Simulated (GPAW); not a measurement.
A computed Ag L₃-edge spectrum of one site in a crystal of Ag. Method: GPAW, RPBE, excited-electron core hole (neutral cell) in a small cell, dipole transitions, broadening that rises with energy.

Energy from the lowest empty level; intensity scaled to a mean of 1 over the first 20 eV:

| E (eV) | intensity |
| --- | --- |
| -2.0 | 0.01 |
| -1.4 | 0.04 |
| -0.8 | 0.09 |
| -0.2 | 0.20 |
| 0.4 | 0.32 |
| 1.0 | 0.43 |
| 1.6 | 0.50 |
| 2.2 | 0.55 |
| 2.8 | 0.63 |
| 3.4 | 0.73 |
| 4.0 | 0.80 |
| 4.6 | 0.84 |
| 5.2 | 0.87 |
| 5.8 | 0.92 |
| 6.4 | 1.00 |
| 7.0 | 1.08 |
| 7.6 | 1.15 |
| 8.2 | 1.20 |
| 8.8 | 1.22 |
| 9.4 | 1.23 |
| 10.0 | 1.23 |
| 10.6 | 1.21 |
| 11.2 | 1.17 |
| 11.8 | 1.13 |
| 12.4 | 1.08 |
| 13.0 | 1.04 |
| 13.6 | 1.02 |
| 14.2 | 1.03 |
| 14.8 | 1.08 |
| 15.4 | 1.17 |
| 16.0 | 1.28 |
| 16.6 | 1.35 |
| 17.2 | 1.36 |
| 17.8 | 1.28 |
| 18.4 | 1.15 |
| 19.0 | 1.01 |
| 19.6 | 0.92 |
| 20.2 | 0.92 |
| 20.8 | 1.01 |
| 21.4 | 1.16 |
| 22.0 | 1.33 |
| 22.6 | 1.49 |
| 23.2 | 1.59 |
| 23.8 | 1.63 |
| 24.4 | 1.63 |
| 25.0 | 1.60 |
| 25.6 | 1.54 |
| 26.2 | 1.46 |
| 26.8 | 1.36 |
| 27.4 | 1.27 |
| 28.0 | 1.19 |
| 28.6 | 1.14 |
| 29.2 | 1.12 |
| 29.8 | 1.12 |
| 30.4 | 1.13 |
| 31.0 | 1.15 |
| 31.6 | 1.17 |

Q: What surroundings does the absorber have?

At an L edge the dipole rule selects empty d and s states; the absorber's d shell is nominally full, so the onset shows only d character mixed into the empty bands. It is atom 1 of Ag (Silver, Fm-3m), with 12 Ag at 2.89 Å (cuboctahedral, site symmetry m-3m). Its main maxima below 30 eV lie at 9.4 eV (1.23), 17.0 eV (1.36) and 24.0 eV (1.64). A near-edge spectrum doesn't fix the structure by itself; it is matched against candidates. Only the L₃ part is meant: spin–orbit coupling of the core level isn't computed and the L₂ copy isn't added. The script folds with a Gaussian, whereas the core hole's own line is a Lorentzian, so the onset is too steep and the first peak too high. The holes are only 5.8 Å apart, so the shape is probably not converged with cell size; no larger cell was run here. Lifetime broadening is put in by hand, and intensities beyond about 20 eV depend on it and on the partial waves. The structure is a published determination, not relaxed.

[Hosts, paths, dates, database ids (printed as entryN), source tags and the programs' standing remarks are cut or masked in the printed files.]

[Lists of maxima count a maximum above −3 eV only where it reaches 4 % of the highest in the window and stands out from its surroundings by 2 % of it (1.5 % where it reaches 55 %); shoulders and weaker maxima are passed over, and of the rest the first, up to two pre-edge ones and the few strongest are named.]
